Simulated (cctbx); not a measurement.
# Diagnosing a refinement

Cell a = 13.3880 Å, b = 4.5160 Å, c = 20.2090 Å, α = 90.00°, β = 90.00°, γ = 90.00°; space group Pnma (no. 62).

Simulated single-crystal data (cctbx): Cu Kα, λ = 1.54184 Å, to d = 0.8 Å, 70 % of the full sphere, strongest reflection 40000 counts, noise from counting, a 3 % proportional error and a noise floor of 15 counts (s.d.); no absorption.

An anisotropic refinement with weights 1/σ² prints:

```text
Rint 0.029, 106 unique reflections to 2.00 A
cycle     R1     wR2    GooF  max shift (A)
   1  0.0184  0.0388   1.580   0.01374
   2  0.0088  0.0202   0.825   0.00002
final R1 0.0088 wR2 0.0202 GooF 0.825  parameters 54  data/parameter 2.0
atom        x        y        z      Ueq    occ   su(xyz)  su(Uiso or U11)
Ba1    0.42344  0.75000  0.37374   0.0240  1.000  0.00023  0.0035
Ba2    0.55100  0.75000  0.13524   0.0238  1.000  0.00024  0.0039
Te1    0.79182  0.75000  0.29296   0.0204  1.000  0.00023  0.0043
Te2    0.59320  0.75000  0.96440   0.0222  1.000  0.00025  0.0035
Te3    0.75898  0.75000  0.60231   0.0204  1.000  0.00019  0.0046
Te4    0.89993  0.75000  0.95048   0.0189  1.000  0.00023  0.0036
Te5    0.99711  0.75000  0.75841   0.0246  1.000  0.00024  0.0040
In1    0.82139  0.75000  0.81779   0.0270  1.000  0.00024  0.0039
P1     0.77220  0.75000  0.46411   0.0406  1.000  0.00091  0.0180
difference map: max 0.37 min -0.30 rms 0.09
Q1    0.0747  0.7500  0.0986    4    0.40  2.10 A from Ba1
Q2    0.0503  0.7500  0.9256    4    0.27  2.08 A from Te4
Q3    0.0628  0.7500  0.0035    4    0.27  2.43 A from Te4
Q4    0.0684  0.2500  0.4604    4    0.26  2.16 A from Te2
Q5    0.1833  0.7500  0.4287    4    0.23  2.19 A from Ba2
Q6    0.1598  0.2500  0.1091    4    0.22  1.45 A from Te4
```

Q: Accept it or mend it, and why?

Mend it. The fault: data cut at low resolution. Against the right model at the same level, R1 goes from 0.0204 to 0.0088 and GooF from 0.93 to 0.82. The atoms are right, but there are too few data for the parameters: R1 flatters and the s.u.s grow. Data per parameter fall from 26.3 to 2.

The compound is Ba2InTe5P. The right model at the same level gives:

```text
Rint 0.047, 1418 unique reflections to 0.80 A
cycle     R1     wR2    GooF  max shift (A)
   1  0.0534  0.1105   2.750   0.00515
   2  0.0204  0.0374   0.930   0.00000
final R1 0.0204 wR2 0.0374 GooF 0.930  parameters 54  data/parameter 26.3
atom        x        y        z      Ueq    occ   su(xyz)  su(Uiso or U11)
Ba1    0.42281  0.75000  0.37388   0.0234  1.000  0.00004  0.0003
Ba2    0.55117  0.75000  0.13516   0.0227  1.000  0.00004  0.0003
Te1    0.79155  0.75000  0.29320   0.0178  1.000  0.00004  0.0003
Te2    0.59344  0.75000  0.96414   0.0210  1.000  0.00004  0.0003
Te3    0.75876  0.75000  0.60240   0.0166  1.000  0.00004  0.0002
Te4    0.89975  0.75000  0.95043   0.0185  1.000  0.00004  0.0003
Te5    0.99707  0.75000  0.75859   0.0220  1.000  0.00004  0.0003
In1    0.82175  0.75000  0.81770   0.0264  1.000  0.00005  0.0003
P1     0.77142  0.75000  0.46363   0.0367  1.000  0.00022  0.0017
difference map: max 1.90 min -2.10 rms 0.38
Q1    0.0830  0.7500  0.9167    4    1.90  2.38 A from Te3
Q2    0.1168  0.7500  0.7774    4    1.80  1.65 A from Te5
Q3    0.1581  0.7500  0.5957    4    1.65  1.49 A from Te2
Q4    0.0386  0.2500  0.6985    4    1.57  1.76 A from Ba2
Q5    0.1827  0.7500  0.9107    4    1.57  1.05 A from Te3
Q6    0.0984  0.2500  0.5295    4    1.50  1.75 A from P1
```

The model is made up (kin elements in a known structure type, no relaxation), so it says nothing on whether the phase exists.

[Middle refinement cycles are left out of these outputs.]

[Logs are printed without paths, hosts, clocks, repeated set-up lines and the standing remarks that a program may print on its own settings, such as how far it seeks lower states.]
